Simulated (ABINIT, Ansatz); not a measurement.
## Sr2SiS4 (P2_1/m): G0W0 on several meshes in ABINIT

Aim: the GW shift of Sr2SiS4 (P2_1/m) against the k mesh.

Method: LDA and many-body steps on it, plane waves, in ABINIT 10.8.3.

## 1. The structure

Symmetry: P2_1/m, No. 11, monoclinic system. Conventional cell: a = 6.609 Å, b = 6.660 Å, c = 8.262 Å, α = 90.00°, β = 108.22°, γ = 90.00°. Nearest to Sr lie 9 S at 2.96 to 3.80 Å and 4 Si at 3.51 to 3.93 Å. Nearest to Sr lie 8 S at 3.04 to 3.46 Å and 3 Si at 3.71 to 3.89 Å. Nearest to Si lie 4 S at 2.12 to 2.13 Å and 7 Sr at 3.51 to 3.93 Å. S has 1 Si at 2.12 Å and 5 Sr at 3.03 to 3.80 Å nearest. Nearest to S lie 1 Si at 2.13 Å and 4 Sr at 2.96 to 3.46 Å. Nearest to S lie 1 Si at 2.12 Å and 4 Sr at 3.01 to 3.13 Å. Farther neighbours and most contacts between anions are not listed.

Structure file:

```cif
data_structure
_symmetry_space_group_name_H-M 'P2_1/m'
_symmetry_Int_Tables_number 11
_cell_length_a 6.6087
_cell_length_b 6.6595
_cell_length_c 8.2623
_cell_angle_alpha 90.000
_cell_angle_beta 108.216
_cell_angle_gamma 90.000
_cell_volume 345.41
loop_
_atom_site_label
_atom_site_type_symbol
_atom_site_symmetry_multiplicity
_atom_site_Wyckoff_symbol
_atom_site_fract_x
_atom_site_fract_y
_atom_site_fract_z
_atom_site_occupancy
Sr1 Sr 2 e 0.28367 0.75000 0.95181 1
Sr2 Sr 2 e 0.22483 0.75000 0.42926 1
Si1 Si 2 e 0.72130 0.75000 0.79685 1
S1 S 2 e 0.88645 0.75000 0.06158 1
S2 S 2 e 0.91690 0.75000 0.63567 1
S3 S 4 f 0.51038 0.50197 0.73725 1
```

The cell and positions are those that the Materials Project relaxed with its own functionals (PBE, PBE+U or r2SCAN), kept fixed.

## 2. Empty states on the mesh, 2×2×2 mesh, 644 bands

This step: ABINIT 10.8.3; DFT, LDA, plane waves, norm-conserving pseudopotentials.

The sums over transitions need many empty states on a uniform mesh; this step solves for them.

run.abi reads:

```
acell 3*1.0 Angstrom
rprim 
  6.608739210500 0.000000000000 -0.000000000000
  0.000000000000 6.659542380000 0.000000000000
  -2.582748258700 0.000000000000 7.848229828000
ntypat 3
znucl 38 14 16
natom 14
typat 1 1 1 1 2 2 3 3 3 3 3 3 3 3
xred 
  0.283671200000 0.750000000000 0.951809120000
  0.716328800000 0.250000000000 0.048190880000
  0.224829900000 0.750000000000 0.429263770000
  0.775170100000 0.250000000000 0.570736230000
  0.721301030000 0.750000000000 0.796846200000
  0.278698970000 0.250000000000 0.203153800000
  0.886453430000 0.750000000000 0.061575940000
  0.113546570000 0.250000000000 0.938424060000
  0.916900480000 0.750000000000 0.635667980000
  0.083099520000 0.250000000000 0.364332020000
  0.510384140000 0.501966720000 0.737248200000
  0.489615860000 0.001966720000 0.262751800000
  0.489615860000 0.498033280000 0.262751800000
  0.510384140000 0.998033280000 0.737248200000
pp_dirpath "pseudos"
pseudos "Sr.upf, Si.upf, S.upf"
ecut 28
ngkpt 2 2 2
nshiftk 1
shiftk 0 0 0
kptopt 1
chksymbreak 0
iscf -2
irdden 1
istwfk *1
nband 644
nbdbuf 58
tolwfr 1e-09
nstep 60
prtvol 0
indata_prefix "in"
outdata_prefix "out"
tmpdata_prefix "tmp"
```

On the command line:

```bash
> OMP_NUM_THREADS=2 mpirun -n 8 abinit run.abi > log
```

Numbers of over 12 decimals in the logs are rounded to 6 here.

Log:

```text
.Version 10.8.3 of ABINIT. v10.8.2 released Aug 2026.

 Symmetries : space group P2_1/m (# 11); Bravais mP (primitive monocl.)
[... echo of the input left out ...]
== DATASET  1 ==================================================================
-   mpi_nproc: 8, omp_nthreads: 2 (-1 if OMP is not activated)

--- !DatasetInfo
iteration_state: {dtset: 1, }
dimensions: {natom: 14, nkpt: 8, mband: 644, nsppol: 1, nspinor: 1, nspden: 1, mpw: 16528, }
cutoff_energies: {ecut:  28.0, pawecutdg:  -1.0, }
[...]
2.84656    2.85125    2.85158    2.85379    2.85923    2.86447    2.86694    2.86953
   2.87020    2.87204    2.87826    2.87920    2.88253    2.88888    2.89202    2.89428
   2.89894    2.90671    2.90850    2.91070
 prteigrs : prtvol=0 or 1, do not print more k-points.

== END DATASET(S) ==============================================================
================================================================================

 -outvars: echo values of variables after computation  --------
            nband         644
             nkpt           8
          spgroup          11
 [... the other variables as echoed above ...]

 Calculation completed.
```

Elapsed: 24 min, on 8 MPI ranks of Arm Neoverse N1, shared host; peak memory 2.6 GiB; 5.5 h of CPU time.

Numbers from this step:

| Quantity | Value |
| --- | --- |
| gap | 2.767 eV |
| k of the valence top | 0, 0, 0 |
| k of the conduction bottom | 0.5, 0, 0 |
| least direct gap | 2.952 eV |
| k points computed | 8 |
| lowest point of the top converged band, above the valence top | 69.3191 eV |

On this mesh the gap is 2.767 eV.

The density comes from a self-consistent run that is not shown.

## 3. Screening, 2×2×2 mesh, 267 bands, screening to 114.3 eV

The RPA dielectric matrix is built and inverted for each q.

This step: RPA screening on LDA, plane waves, norm-conserving pseudopotentials.

run.abi, as its differences from that of step 2:

```diff
@@ -32,10 +32,11 @@
 chksymbreak 0
-iscf -2
-irdden 1
 istwfk *1
-nband 644
-nbdbuf 58
-tolwfr 1e-09
-nstep 60
-prtvol 0
+occopt 1
+irdwfk 1
+optdriver 3
+nband 267
+ecuteps 4.2
+inclvkb 2
+awtr 1
+symchi 1
 indata_prefix "in"
```

On the command line:

```bash
> OMP_NUM_THREADS=1 mpirun -n 16 abinit run.abi > log
```

Log:

```text
.Version 10.8.3 of ABINIT. v10.8.2 released Aug 2026.

 Symmetries : space group P2_1/m (# 11); Bravais mP (primitive monocl.)
[... echo of the input left out ...]
== DATASET  1 ==================================================================
-   mpi_nproc: 16, omp_nthreads: 1 (-1 if OMP is not activated)

--- !DatasetInfo
iteration_state: {dtset: 1, }
dimensions: {natom: 14, nkpt: 8, mband: 267, nsppol: 1, nspinor: 1, nspden: 1, mpw: 16528, }
cutoff_energies: {ecut:  28.0, pawecutdg:  -1.0, }
electrons: {nelect:   9.60000000E+01, charge:   0.00000000E+00, occopt:   1.00000000E+00, tsmear:   1.00000000E-02, }

 SCREENING: Calculation of the susceptibility and dielectric matrices

 Based on a program developped by R.W. Godby, V. Olevano, G. Onida, and L. Reining.
 Incorporated in ABINIT by V. Olevano, G.-M. Rignanese, and M. Torrent.
.Using double precision arithmetic ; gwpc =  8

[... cell and pseudopotentials left out ...]
--------------------------------------------------------------------------------

 ==== K-mesh for the wavefunctions ====
 Number of points in the irreducible wedge :     8
[... list of points left out ...]
 Together with  4 symmetry operations and time-reversal symmetry
 yields     8 points in the full Brillouin Zone.

 ==== Q-mesh for the screening function ====
 Number of points in the irreducible wedge :     8
[... list of points left out ...]
 Together with  4 symmetry operations and time-reversal symmetry
 yields     8 points in the full Brillouin Zone.

 setmesh: FFT mesh size selected  =    45x   48x   54
          total number of points  =       116640

 vcoul_init : cutoff-mode = AUXILIARY_FUNCTION
 q-points for optical limit:   1
     1)      0.000010    0.000020    0.000030

- screening: taking advantage of time-reversal symmetry
- Maximum band index for partially occupied states nbvw = 48
- Remaining bands to be divided among processors   nbcw = 219
- Number of bands treated by each node ~13

 Number of electrons calculated from density =   96.0000; Expected =   96.0000
 average of density, n =  0.041185
 r_s =    1.7963
 omega_plasma =   19.5761 [eV]

 calculating chi0 at frequencies [eV] :
  1    0.000000E+00    0.000000E+00
  2    0.000000E+00    1.957607E+01

--------------------------------------------------------------------------------
  q-point number  1        q = ( 0.000000, 0.000000, 0.000000) [r.l.u.]
--------------------------------------------------------------------------------
[... chi0 elements left out ...]
 For q-point:  0.000010 0.000020 0.000030
  dielectric constant =   4.8591
  dielectric constant without local fields =   5.9158

  Average fulfillment of the sum rule on Im[epsilon] for q-point    1 :     68.37  [%]
[... wings left out ...]
  q-point number  2        q = ( 0.500000, 0.000000, 0.000000) [r.l.u.]
--------------------------------------------------------------------------------
[... chi0 elements left out ...]
  Average fulfillment of the sum rule on Im[epsilon] for q-point    2 :     72.35  [%]

 [... 6 further q-points ...]
```

Run time: 14 min. Hardware: 16 MPI ranks; peak memory 21 GiB.

Numbers from this step:

- ε∞ with local fields, on this mesh, along the program's q direction: 4.859
- the same without local fields: 5.916
- plasma frequency: 19.58 eV
- plane waves in the screening matrix: 951

Local fields lower ε∞ by 18 %. On a Γ-centred mesh this coarse the value itself is usually too large, while a short band sum pulls it down.

## 4. 2×2×2

The self-energy is evaluated for the states that the input lists, and the levels follow from it, in one-shot runs by the linearised quasiparticle equation.

This step: G0W0 on LDA, plane waves, norm-conserving pseudopotentials.

run.abi, as its differences from that of step 3:

```diff
@@ -35,8 +35,17 @@
 irdwfk 1
-optdriver 3
+optdriver 4
 nband 267
+gwcalctyp 0
+ecutsigx 28
+symsigma 1
+nkptgw 2
+kptgw 
+  0.0000000000 0.0000000000 0.0000000000
+  0.5000000000 0.0000000000 0.0000000000
+bdgw 
+  47 50
+  47 50
 ecuteps 4.2
-inclvkb 2
-awtr 1
-symchi 1
+irdscr 1
+ppmodel 1
 indata_prefix "in"
```

Log:

```text
.Version 10.8.3 of ABINIT. v10.8.2 released Aug 2026.

 Symmetries : space group P2_1/m (# 11); Bravais mP (primitive monocl.)
[... echo of the input left out ...]
== DATASET  1 ==================================================================
-   mpi_nproc: 16, omp_nthreads: 1 (-1 if OMP is not activated)

--- !DatasetInfo
iteration_state: {dtset: 1, }
dimensions: {natom: 14, nkpt: 8, mband: 267, nsppol: 1, nspinor: 1, nspden: 1, mpw: 16528, }
cutoff_energies: {ecut:  28.0, pawecutdg:  -1.0, }
electrons: {nelect:   9.60000000E+01, charge:   0.00000000E+00, occopt:   1.00000000E+00, tsmear:   1.00000000E-02, }

 SIGMA: Calculation of the GW corrections

 Based on a program developped by R.W. Godby, V. Olevano, G. Onida, and L. Reining.
 Incorporated in ABINIT by V. Olevano, G.-M. Rignanese, and M. Torrent.
.Using double precision arithmetic ; gwpc =  8

[... cell and pseudopotentials left out ...]
--------------------------------------------------------------------------------

 ==== K-mesh for the wavefunctions ====
 Number of points in the irreducible wedge :     8
[... list of points left out ...]
 Together with  4 symmetry operations and time-reversal symmetry
 yields     8 points in the full Brillouin Zone.

 ==== Q-mesh for screening function ====
 Number of points in the irreducible wedge :     8
[... list of points left out ...]
 Together with  4 symmetry operations and time-reversal symmetry
 yields     8 points in the full Brillouin Zone.

 vcoul_init : cutoff-mode = AUXILIARY_FUNCTION
 q-points for optical limit:   1
     1)      0.000010    0.000020    0.000030
 setmesh: FFT mesh size selected  =    60x   60x   72
          total number of points  =       259200

 Number of electrons calculated from density =   96.0000; Expected =   96.0000
 average of density, n =  0.041185
 r_s =    1.7963
 omega_plasma =   19.5761 [eV]

 === KS Band Gaps ===
  >>>> For spin  1
   Minimum direct gap =   2.9522 [eV], located at k-point      :   0.5000  0.0000  0.0000
   Fundamental gap    =   2.7666 [eV], Top of valence bands at :   0.0000  0.0000  0.0000
                                       Bottom of conduction at :   0.5000  0.0000  0.0000
 SIGMA fundamental parameters:
 PLASMON POLE MODEL  1
 number of plane-waves for SigmaX                16459
 number of plane-waves for SigmaC and W            951
 number of plane-waves for wavefunctions         16459
 number of bands                                   267
 number of independent spin polarizations            1
 number of spinorial components                      1
 number of k-points in IBZ                           8
 number of q-points in IBZ                           8
 number of symmetry operations                       4
 number of k-points in BZ                            8
 number of q-points in BZ                            8
 number of frequencies for dSigma/dE                 9
 frequency step for dSigma/dE [eV]                0.25
 number of omega for Sigma on real axis              0
 max omega for Sigma on real axis  [eV]           0.00
 zcut for avoiding poles [eV]                     0.10

 EPSILON^-1 parameters (SCR file):
 dimension of the eps^-1 matrix on file            951
 dimension of the eps^-1 matrix used               951
 number of plane-waves for wavefunctions         16459
 number of bands                                   267
 number of q-points in IBZ                           8
 number of frequencies                               2
 number of real frequencies                          1
 number of imag frequencies                          1

 matrix elements of self-energy operator (all in [eV])

 Perturbative Calculation

--- !SelfEnergy_ee
iteration_state: {dtset: 1, }
kpoint     : [   0.000,    0.000,    0.000, ]
spin       : 1
KS_gap     :    3.139
QP_gap     :    4.671
Delta_QP_KS:    1.531
data: !SigmaeeData |
     Band     E0 <VxcDFT>   SigX SigC(E0)      Z dSigC/dE  Sig(E)    E-E0       E
       47   3.591 -12.965 -15.876   2.262   0.786  -0.273 -13.475  -0.510   3.081
       48   3.808 -12.880 -15.746   2.197   0.784  -0.275 -13.405  -0.525   3.283
       49   6.948  -9.881  -5.386  -3.266   0.818  -0.222  -8.875   1.006   7.954
       50   7.243  -9.945  -5.093  -3.272   0.825  -0.212  -8.641   1.305   8.548

--- !SelfEnergy_ee
iteration_state: {dtset: 1, }
kpoint     : [   0.500,    0.000,    0.000, ]
spin       : 1
KS_gap     :    2.952
QP_gap     :    4.696
Delta_QP_KS:    1.744
data: !SigmaeeData |
     Band     E0 <VxcDFT>   SigX SigC(E0)      Z dSigC/dE  Sig(E)    E-E0       E
       47   3.570 -12.732 -15.644   2.241   0.784  -0.275 -13.258  -0.526   3.044
       48   3.623 -13.021 -15.912   2.254   0.786  -0.272 -13.521  -0.501   3.122
       49   6.575  -9.763  -5.121  -3.136   0.825  -0.212  -8.520   1.243   7.818
       50   6.981 -10.009  -5.529  -3.146   0.818  -0.222  -8.918   1.091   8.073

== END DATASET(S) ==============================================================
================================================================================

 -outvars: echo values of variables after computation  --------
           etotal      0.0000000000E+00
            nband         267
             nkpt           8
          spgroup          11
 [... the other variables as echoed above ...]

 Calculation completed.
```

Wall time 1.7 min (16 MPI ranks); peak memory 14 GiB; 28 min of CPU time.

Numbers from this step:

```
G0W0 gap on the points computed              : 4.535 eV
starting gap on the mesh                     : 2.767 eV
k of the valence top                         : 0, 0, 0
k of the conduction bottom                   : 0.5, 0, 0
Z at the valence top                         : 0.784
Z at the conduction bottom                   : 0.825
least direct G0W0 gap on the computed points : 4.671 eV
```

The gap on the mesh goes from 2.77 eV to 4.54 eV, a correction of +1.77 eV.

## 5. Empty states on the mesh, 2×1×1 mesh, 293 bands

This step: DFT, LDA, plane waves, norm-conserving pseudopotentials.

run.abi, as its differences from that of step 4:

```diff
@@ -27,3 +27,3 @@
 ecut 28
-ngkpt 2 2 2
+ngkpt 2 1 1
 nshiftk 1
@@ -32,20 +32,10 @@
 chksymbreak 0
+iscf -2
+irdden 1
 istwfk *1
-occopt 1
-irdwfk 1
-optdriver 4
-nband 267
-gwcalctyp 0
-ecutsigx 28
-symsigma 1
-nkptgw 2
-kptgw 
-  0.0000000000 0.0000000000 0.0000000000
-  0.5000000000 0.0000000000 0.0000000000
-bdgw 
-  47 50
-  47 50
-ecuteps 4.2
-irdscr 1
-ppmodel 1
+nband 293
+nbdbuf 26
+tolwfr 1e-09
+nstep 60
+prtvol 0
 indata_prefix "in"
```

On the command line:

```bash
> OMP_NUM_THREADS=8 mpirun -n 2 abinit run.abi > log
```

Log:

```text
.Version 10.8.3 of ABINIT. v10.8.2 released Aug 2026.

 Symmetries : space group P2_1/m (# 11); Bravais mP (primitive monocl.)
[... echo of the input left out ...]
== DATASET  1 ==================================================================
-   mpi_nproc: 2, omp_nthreads: 8 (-1 if OMP is not activated)

--- !DatasetInfo
iteration_state: {dtset: 1, }
dimensions: {natom: 14, nkpt: 2, mband: 293, nsppol: 1, nspinor: 1, nspden: 1, mpw: 16528, }
cutoff_energies: {ecut:  28.0, pawecutdg:  -1.0, }
[...]
1.47799    1.48152    1.48727    1.49197    1.50132    1.50636    1.50683    1.51955
   1.51999    1.52360    1.53026    1.53340    1.53457    1.53899    1.53939    1.54947
   1.55452    1.56268    1.56375    1.56800    1.57357
 prteigrs : prtvol=0 or 1, do not print more k-points.

== END DATASET(S) ==============================================================
================================================================================

 -outvars: echo values of variables after computation  --------
            nband         293
             nkpt           2
          spgroup          11
 [... the other variables as echoed above ...]

 Calculation completed.
```

The job ended after 3.6 min (2 MPI ranks; peak memory 0.35 GiB).

Numbers from this step:

| Property | Result |
| --- | --- |
| gap | 2.767 eV |
| k of the valence top | 0, 0, 0 |
| k of the conduction bottom | 0.5, 0, 0 |
| least direct gap | 2.952 eV |
| k points computed | 2 |
| lowest point of the top converged band, above the valence top | 35.48 eV |

On this mesh the gap is 2.767 eV.

## 6. Screening, 2×1×1 mesh, 267 bands, screening to 114.3 eV

This step: RPA screening on LDA, plane waves, norm-conserving pseudopotentials.

run.abi, as its differences from that of step 5:

```diff
@@ -32,10 +32,11 @@
 chksymbreak 0
-iscf -2
-irdden 1
 istwfk *1
-nband 293
-nbdbuf 26
-tolwfr 1e-09
-nstep 60
-prtvol 0
+occopt 1
+irdwfk 1
+optdriver 3
+nband 267
+ecuteps 4.2
+inclvkb 2
+awtr 1
+symchi 1
 indata_prefix "in"
```

On the command line:

```bash
> OMP_NUM_THREADS=1 mpirun -n 16 abinit run.abi > log
```

Log:

```text
.Version 10.8.3 of ABINIT. v10.8.2 released Aug 2026.

 Symmetries : space group P2_1/m (# 11); Bravais mP (primitive monocl.)
[... echo of the input left out ...]
== DATASET  1 ==================================================================
-   mpi_nproc: 16, omp_nthreads: 1 (-1 if OMP is not activated)

--- !DatasetInfo
iteration_state: {dtset: 1, }
dimensions: {natom: 14, nkpt: 2, mband: 267, nsppol: 1, nspinor: 1, nspden: 1, mpw: 16528, }
cutoff_energies: {ecut:  28.0, pawecutdg:  -1.0, }
electrons: {nelect:   9.60000000E+01, charge:   0.00000000E+00, occopt:   1.00000000E+00, tsmear:   1.00000000E-02, }

 SCREENING: Calculation of the susceptibility and dielectric matrices

 Based on a program developped by R.W. Godby, V. Olevano, G. Onida, and L. Reining.
 Incorporated in ABINIT by V. Olevano, G.-M. Rignanese, and M. Torrent.
.Using double precision arithmetic ; gwpc =  8

[... cell and pseudopotentials left out ...]
--------------------------------------------------------------------------------

 ==== K-mesh for the wavefunctions ====
 Number of points in the irreducible wedge :     2
[... list of points left out ...]
 Together with  4 symmetry operations and time-reversal symmetry
 yields     2 points in the full Brillouin Zone.

 ==== Q-mesh for the screening function ====
 Number of points in the irreducible wedge :     2
[... list of points left out ...]
 Together with  4 symmetry operations and time-reversal symmetry
 yields     2 points in the full Brillouin Zone.

 setmesh: FFT mesh size selected  =    45x   48x   54
          total number of points  =       116640

 vcoul_init : cutoff-mode = AUXILIARY_FUNCTION
 q-points for optical limit:   1
     1)      0.000010    0.000020    0.000030

- screening: taking advantage of time-reversal symmetry
- Maximum band index for partially occupied states nbvw = 48
- Remaining bands to be divided among processors   nbcw = 219
- Number of bands treated by each node ~13

 Number of electrons calculated from density =   96.0000; Expected =   96.0000
 average of density, n =  0.041185
 r_s =    1.7963
 omega_plasma =   19.5761 [eV]

 calculating chi0 at frequencies [eV] :
  1    0.000000E+00    0.000000E+00
  2    0.000000E+00    1.957607E+01

--------------------------------------------------------------------------------
  q-point number  1        q = ( 0.000000, 0.000000, 0.000000) [r.l.u.]
--------------------------------------------------------------------------------
[... chi0 elements left out ...]
 For q-point:  0.000010 0.000020 0.000030
  dielectric constant =   5.9106
  dielectric constant without local fields =   7.1461

  Average fulfillment of the sum rule on Im[epsilon] for q-point    1 :     68.14  [%]
[... wings left out ...]
  q-point number  2        q = ( 0.500000, 0.000000, 0.000000) [r.l.u.]
--------------------------------------------------------------------------------
[... chi0 elements left out ...]
  Average fulfillment of the sum rule on Im[epsilon] for q-point    2 :     72.18  [%]

== END DATASET(S) ==============================================================
================================================================================

 -outvars: echo values of variables after computation  --------
           etotal      0.0000000000E+00
            nband         267
             nkpt           2
          spgroup          11
 [... the other variables as echoed above ...]

 Calculation completed.
```

The job ended after 1.7 min (16 MPI ranks; peak memory 9.6 GiB; 28 min of CPU time).

This step gave:

- ε∞ with local fields, on this mesh, along the program's q direction: 5.911
- the same without local fields: 7.146
- plasma frequency: 19.58 eV
- plane waves in the screening matrix: 951

(Continued in part 2 of 2.)

[Paths, hosts, dates, memory and timing lines, banners, echoed tables and standing remarks are left out of the program output.]

[Logs are printed without paths, hosts, clocks, repeated set-up lines and the standing remarks that a program may print on its own settings, such as how far it seeks lower states.]

[Runs of the session that timed out or met a known fault of the program may be left out.]

[Hosts, paths, dates, database ids (printed as entryN), source tags and the programs' standing remarks are cut or masked in the printed files.]

[G0W0 gaps are taken among the corrected bands and points alone; a level outside them can change the order at an edge.]

[Where Ansatz stands beside ABINIT at settings called matched, ABINIT's density can come from a denser mesh and the files from another edition; pairs whose starting gaps differed by over 0.03 eV were left out, so agreement reads better than it is.]
